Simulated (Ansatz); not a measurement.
# C on Fe(100): change of the work function, part 5 of 5

Wanted: Δφ(θ) for C/Fe(100), starting from the hollow site.

Ansatz 0.2.0; plane-wave DFT, PBE, Ansatz PAW (the session's first sound run).

So far, work function, upper face (eV): step 2 (the clean slab, PBE) 3.86; step 7 (the 0.25 ML cell at another level of theory, cutoff 420 eV, functional LDA) 4.72; step 8 (the 0.25 ML cell at another level of theory, cutoff 500 eV, functional r2SCAN) 4.28; step 9 (the 0.25 ML cell at another level of theory, cutoff 1224.51 eV, functional PBE, PBE norm-conserving) 4.34; step 10 (the 0.25 ML cell at another level of theory, cutoff 1320 eV, functional PBE, PBE JTH) 4.35.

In doubt: Bader basins on short bonds can need a finer grid, which would bear on Bader charges.

## (12) A changed input

This step: plane-wave DFT, PBE, Ansatz PAW (Ansatz 0.2.0).

System of this step: Fe5C (C/Fe(100)). The cell holds 6 atoms: 5 Fe and 1 C. Its edges and angles: a = 2.870 Å, b = 2.870 Å, c = 24.136 Å, α = 90.0°, β = 90.0°, γ = 90.0°. Vacuum lies along c.

A run with a changed input: it repeats the earlier run at 1 ML with kpoints.mp_grid.grid from [10, 10, 1] to [5, 5, 1], kpoints.mp_grid.shift to [0.5, 0.5, 0.0] and accuracy to low.

input.yaml

```yaml
crystal:
  lattice:
    - [2.87, 0.0, 0.0]
    - [0.0, 2.87, 0.0]
    - [0.0, 0.0, 24.135524735]
  atoms:
    - { symbol: Fe, position: [0.0, 0.0, 0.3728943165], spin: 2.97 }
    - { symbol: Fe, position: [0.5, 0.5, 0.4323502437], spin: 2.38 }
    - { symbol: Fe, position: [0.0, 0.0, 0.491095603], spin: 2.5 }
    - { symbol: Fe, position: [0.5, 0.5, 0.5507060243], spin: 2.31 }
    - { symbol: Fe, position: [0.0, 0.0, 0.6063893326], spin: 2.92 }
    - { symbol: C, position: [0.5, 0.5, 0.6271056835] }
magnetization:
  spin_polarized: true
kpoints:
  mp_grid: { grid: [5, 5, 1], shift: [0.5, 0.5, 0.0] }
hamiltonian:
  xc: pbe
scf:
  occupations: { method: fermi_dirac, width: 0.1 }
  convergence: { dr2_threshold: 1.0e-08 }
efield:
  axis: 3
  dipole_correction: true
  ramp_position: 0.97
  ramp_width: 0.06
relax:
  f_tol: 0.02
  max_steps: 60
  constraints: [{ sites: [0, 1] }]
output:
  bader: true
  write_potential: true
  write_density: true
  volumetric_format: npy
accuracy: low
```

Command:

```bash
$ ansatz run input.yaml --threads 4 --pin off --max-ram 12288MiB --backend cpu --events-out ev --progress --plain --runs-dir out
```

Numbers of over 12 decimals in the logs are rounded to 6 here.

Output:

```text
[...]
Crystal: 6 atoms, lattice volume = 198.802 Å³
Basis set: ecut = 420 eV, 3877 PW (Γ), exchange–correlation on 40×40×324 points (8 copies of the dense FFT grid, shifted against one another)
Bands: 59, of which v1, the nominal top of the filled ones, is band 42 counted from 1 (41 counted from 0)
Symmetry: 8 space group operations
k-points: 6 of 25
[...]
Starting moments: Σ|m| = 13.08 μB on 5 of 6 sites
[...]
SCF iter   1: F=—  HF=-22651.143678 eV  |F-HF|=—  |Δ(HF+E_count)|=         —  Δρ=4.92e-2 (↑3.44e-2 ↓4.92e-2)  dr2=2.10e1  dr2_m=6.60e-1  M=12.248 μB ∫|m|=12.590 μB  β_m=1.00  ethr=3.10e-3  p=-0.000 e·Å  D=-4.00e-7 V/Å  ΔV_dip=0.00 eV  dr2_dipole=4.16e0  V_vac-E_F(+/−)=7.65/7.65 eV  ⟨swp⟩=11.2  Hψ=3980  notcnv=0  defer=11
[...]
SCF iter  17: F=-22650.180970 eV  HF=-22650.180970 eV  |F-HF|=5.09e-11  |Δ(HF+E_count)|=  4.95e-10  Δρ=3.66e-7 (↑3.07e-7 ↓3.66e-7)  dr2=5.03e-10  dr2_m=8.60e-11  M=11.644 μB ∫|m|=12.585 μB  ethr=2.47e-12  p=-0.075 e·Å  D=-6.81e-2 V/Å  ΔV_dip=1.64 eV  dr2_dipole=1.35e-11  V_vac-E_F(+/−)=5.52/3.88 eV  ⟨swp⟩=6.2  Hψ=4231  notcnv=0
SCF 1 converged in 17 iterations: F = -22650.180970 eV  dr2 = 5.03e-10
[...]
relax step   1: F+E_penalty+E_count = -22650.18097044 eV  Δ(F+E_penalty+E_count) = +0.000e0 eV  max|allowed force component| = 2.935e0 eV/Å  Δτ_max = 0.0000 Å  (17 SCF iters, accepted)
[...]
SCF iter  11: F=-22650.474430 eV  HF=-22650.474430 eV  |F-HF|=3.57e-9  |Δ(HF+E_count)|=   3.91e-8  Δρ=1.06e-6 (↑8.27e-7 ↓1.06e-6)  dr2=8.34e-9  dr2_m=3.14e-10  M=11.679 μB ∫|m|=12.593 μB  ethr=8.26e-12  p=-0.061 e·Å  D=-5.54e-2 V/Å  ΔV_dip=1.34 eV  dr2_dipole=1.18e-9  V_vac-E_F(+/−)=5.21/3.87 eV  ⟨swp⟩=6.4  Hψ=4450  notcnv=0
SCF 2 converged in 11 iterations: F = -22650.474430 eV  dr2 = 8.34e-9
relax step   2: F+E_penalty+E_count = -22650.47443005 eV  Δ(F+E_penalty+E_count) = -2.935e-1 eV  max|allowed force component| = 1.599e0 eV/Å  Δτ_max = 0.1066 Å  (11 SCF iters, accepted)
SCF iter   1: F=—  HF=-22650.584383 eV  |F-HF|=—  |Δ(HF+E_count)|=         —  Δρ=9.36e-3 (↑8.79e-3 ↓9.36e-3)  dr2=2.14e-1  dr2_m=8.31e-2  M=11.519 μB ∫|m|=12.432 μB  β_m=1.00  ethr=1.73e-3  p=-0.061 e·Å  D=-5.54e-2 V/Å  ΔV_dip=1.34 eV  dr2_dipole=6.34e-2  V_vac-E_F(+/−)=5.17/3.84 eV  ⟨swp⟩=5.5  Hψ=1976  notcnv=0  defer=27
[...]
SCF iter  13: F=-22650.630734 eV  HF=-22650.630734 eV  |F-HF|=3.31e-10  |Δ(HF+E_count)|=  6.18e-11  Δρ=3.15e-7 (↑2.65e-7 ↓3.15e-7)  dr2=1.05e-9  dr2_m=6.61e-11  M=11.545 μB ∫|m|=12.404 μB  ethr=7.07e-12  p=-0.039 e·Å  D=-3.58e-2 V/Å  ΔV_dip=0.86 eV  dr2_dipole=1.83e-10  V_vac-E_F(+/−)=4.74/3.87 eV  ⟨swp⟩=6.8  Hψ=4161  notcnv=0
SCF 3 converged in 13 iterations: F = -22650.630734 eV  dr2 = 1.05e-9
relax step   3: F+E_penalty+E_count = -22650.63073408 eV  Δ(F+E_penalty+E_count) = -1.563e-1 eV  max|allowed force component| = 2.748e-1 eV/Å  Δτ_max = 0.1169 Å  (13 SCF iters, accepted)
[...]
relax step   4: F+E_penalty+E_count = -22650.63798209 eV  Δ(F+E_penalty+E_count) = -7.248e-3 eV  max|allowed force component| = 1.299e-1 eV/Å  Δτ_max = 0.0518 Å  (12 SCF iters, accepted)
SCF iter   1: F=—  HF=-22650.639039 eV  |F-HF|=—  |Δ(HF+E_count)|=         —  Δρ=1.08e-3 (↑1.08e-3 ↓8.17e-4)  dr2=6.77e-3  dr2_m=1.28e-3  M=11.494 μB ∫|m|=12.355 μB  β_m=1.00  ethr=2.81e-5  p=-0.035 e·Å  D=-3.21e-2 V/Å  ΔV_dip=0.77 eV  dr2_dipole=2.51e-3  V_vac-E_F(+/−)=4.63/3.85 eV  ⟨swp⟩=2.2  Hψ=1351  notcnv=0  defer=35
[...]
SCF iter  11: F=-22650.638837 eV  HF=-22650.638837 eV  |F-HF|=2.28e-9  |Δ(HF+E_count)|=   3.77e-9  Δρ=6.49e-7 (↑6.49e-7 ↓5.45e-7)  dr2=7.78e-10  dr2_m=4.62e-10  M=11.494 μB ∫|m|=12.346 μB  ethr=8.01e-12  p=-0.033 e·Å  D=-3.03e-2 V/Å  ΔV_dip=0.73 eV  dr2_dipole=1.58e-11  V_vac-E_F(+/−)=4.60/3.87 eV  ⟨swp⟩=6.5  Hψ=4342  notcnv=0
SCF 5 converged in 11 iterations: F = -22650.638837 eV  dr2 = 7.78e-10
relax step   5: F+E_penalty+E_count = -22650.63883687 eV  Δ(F+E_penalty+E_count) = -8.548e-4 eV  max|allowed force component| = 1.333e-2 eV/Å  Δτ_max = 0.0180 Å  (11 SCF iters, accepted)
[...]
SCF converged after 11 iterations
Magnetization: 11.4940 μB (47.7470 up, 36.2530 down)
Absolute magnetization: 12.3470 μB (∫|ρ↑−ρ↓|, with the PAW one-centre terms)
[...]
Per-site moments (μB) at R_I (Å): [(2.951096, 1.025266), (2.407349, 1.025266), (2.423580, 1.005815), (1.553397, 0.748896), (2.004796, 0.839037), (-0.130165, 0.748896)]
Free energy (F): -22650.638837 eV
[...]
Internal energy: -22650.447247 eV  (E = F + TS)
E sigma→0 (E₀):  -22650.543042 eV
Entropy (-TS):   -0.191590 eV (-31.932 meV/atom)
Fermi energy:    2.934366 eV
Dipole field:    D = -0.030344 V/Å  (p = -0.033338 e·Å, saw-weighted, corrected)
Work function:   Φ+ = 4.6009 eV   Φ− = 3.8686 eV
[...]
--- Forces (eV/Å), atoms counted from 1 ---
  atom   1  Fe     0.00000000     0.00000000     0.44681848
  atom   2  Fe     0.00000000     0.00000000    -0.45732325
  atom   3  Fe    -0.00000000     0.00000000     0.01333345
  atom   4  Fe    -0.00000000     0.00000000    -0.00956505
  atom   5  Fe     0.00000000     0.00000000     0.00150618
  atom   6  C     -0.00000000     0.00000000     0.00523359
  max |Σ_I F_I| component: 3.40e-6 eV/Å
--- Band table (eV; the first three rows and the last of 12) ---
  k-point 0 ↑: bands = [... 38 lower, 1.0352, 1.1142, 1.1501, 1.2722, 1.4957, 1.6414, 1.7137, 2.0996, ... 13 higher]
  k-point 1 ↑: bands = [... 38 lower, 1.1631, 1.2759, 1.3483, 1.4535, 1.5237, 1.8108, 1.9462, 2.0812, ... 13 higher]
  k-point 2 ↑: bands = [... 38 lower, 1.3106, 1.4741, 1.4904, 1.5483, 1.7505, 1.8912, 2.0543, 2.4198, ... 13 higher]
  k-point 5 ↓: bands = [... 38 lower, 4.2060, 4.3061, 4.4268, 4.4268, 4.4589, 4.5939, 4.6861, 4.7411, ... 13 higher]
--- Relaxed structure (5 steps of the walk, 5 accepted, 0 SCFs on fresh bases) ---
  F+E_penalty+E_count = -22650.63883687 eV   max|allowed force component| = 1.333e-2 eV/Å
  atoms:
    - { symbol: Fe, position: [0.0, 0.0, 0.3728943165] }
    - { symbol: Fe, position: [0.5, 0.5, 0.432350] }
    - { symbol: Fe, position: [0, 0.0, 0.492111] }
    - { symbol: Fe, position: [0.5, 0.5, 0.548115] }
    - { symbol: Fe, position: [0, 0.0, 0.617651] }
    - { symbol: C, position: [0.5, 0.5, 0.623336] }
--- Bader charges: 6 sites ---
  site symbol  charge [e]  shift [e]    m [muB]
     0     Fe      0.0558     0.0001     3.0946
     1     Fe     -0.0523     0.0001     2.3516
     2     Fe      0.0128     0.0001     2.3952
     3     Fe      0.1691     0.0014     1.6516
     4     Fe      0.8350     0.0028     2.1757
     5      C     -1.0203     0.0015    -0.1747
  estimated error of the sums over rays = 7.9e-4 e
```

It took 45 s on 4 threads of Arm Neoverse V1, shared host; peak memory 0.61 GiB.

```tsv
quantity	this run	earlier run	difference
work function, upper face (eV)	4.601	4.589	0.012
work function, lower face (eV)	3.869	3.911	-0.043
dipole along the normal (e·Å)	-0.03334	-0.03083	-0.0025
total moment (μB)	11.49	11.44	0.054
```

What moves beyond 0.01 in its unit (for the dipole 0.5 % and 5e-5 e·Å): dipole along the normal (-0.00251 e·Å), work function, lower face (-0.0427 eV), total moment (+0.0544 μB) and work function, upper face (+0.0123 eV).

The change shows in the results, which are not taken further.

## (13) Varying the input

System of this step: Fe(100). The cell holds 5 atoms: 5 Fe. Cell: a = 2.870 Å, b = 2.870 Å, c = 23.740 Å, α = 90.0°, β = 90.0°, γ = 90.0°. Vacuum lies along c.

An input spoilt on purpose, to show how the run answers: it repeats the earlier run at 0 ML with crystal.atoms[0].symbol from Fe to fe, and scf.max_iter set to 60.

input.yaml, the sections that differ from step 12:

```yaml
crystal:
  lattice:
    - [2.87, 0.0, 0.0]
    - [0.0, 2.87, 0.0]
    - [0.0, 0.0, 23.74]
  atoms:
    - { symbol: fe, position: [0.0, 0.0, 0.3791069924], spin: 2.5 }
    - { symbol: Fe, position: [0.5, 0.5, 0.4395534962], spin: 2.5 }
    - { symbol: Fe, position: [0.0, 0.0, 0.5], spin: 2.5 }
    - { symbol: Fe, position: [0.5, 0.5, 0.5604465038], spin: 2.5 }
    - { symbol: Fe, position: [0.0, 0.0, 0.6208930076], spin: 2.5 }
kpoints:
  mp_grid: { grid: [10, 10, 1] }
scf:
  occupations: { method: fermi_dirac, width: 0.1 }
  convergence: { dr2_threshold: 1.0e-08 }
  max_iter: 60
output:
  write_potential: true
  write_density: true
  volumetric_format: npy
# magnetization, hamiltonian, efield, relax: as in step 12
# accuracy: removed
```

Output:

```text
Error: YAML parse error: error: line 7 column 17: `fe` is not an element symbol (H … Og, case-exact)
 --> <input>:7:17
  |
5 |     - [0.0, 0.0, 23.74]
6 |   atoms:
7 |     - { symbol: fe, position: [0.0, 0.0, 0.3791069924], spin: 2.5 }
  |                 ^ `fe` is not an element symbol (H … Og, case-exact)
8 |     - { symbol: Fe, position: [0.5, 0.5, 0.4395534962], spin: 2.5 }
9 |     - { symbol: Fe, position: [0.0, 0.0, 0.5], spin: 2.5 }
  |
```

Wall time 0.02 s (4 threads); peak memory 0.02 GiB.

The input was rejected at the start.

The program's message: “Error: YAML parse error: error: line 7 column 17: `fe` is not an element symbol (H … Og, case-exact)”

The fault put into the input: an unknown element.

## (14) Outcome

| Quantity | Value |
| --- | --- |
| work function of the clean face | 3.86 eV |
| work function at 0.25 ML | 4.34 eV |
| work function at 0.5 ML | 4.75 eV |
| work function at 1 ML | 4.59 eV |
| dipole per adsorbate at 0.25 ML, positive end outwards | -0.37 D |

**Reading.** C raises the work function of Fe(100) at the lowest coverage, by 0.49 eV: the adsorbate layer has its negative end outwards. The dipole per adsorbate falls from 0.37 to 0.14 D as the layer fills. Neighbouring dipoles depolarise each other, and heights and bonding change with coverage too. At some coverage the adsorbate ends level with or under the highest substrate atom. The slab has 5 layers, at the tabulated experimental lattice constant, one starting site was run, and quantum-size effects of a slab this thin can reach one or two tenths of an eV. The magnetic order is the one reached from the typed start; other orders were not compared.

[Logs are printed without paths, hosts, clocks, repeated set-up lines and the standing remarks that a program may print on its own settings, such as how far it seeks lower states.]

[Hosts, paths, dates, database ids (printed as entryN), source tags and the programs' standing remarks are cut or masked in the printed files.]

[Maps of the electrostatic potential energy from Ansatz leave out the sawtooth potential of an applied field or a dipole correction, so their vacuum need not be flat; planar profiles and work functions include it.]
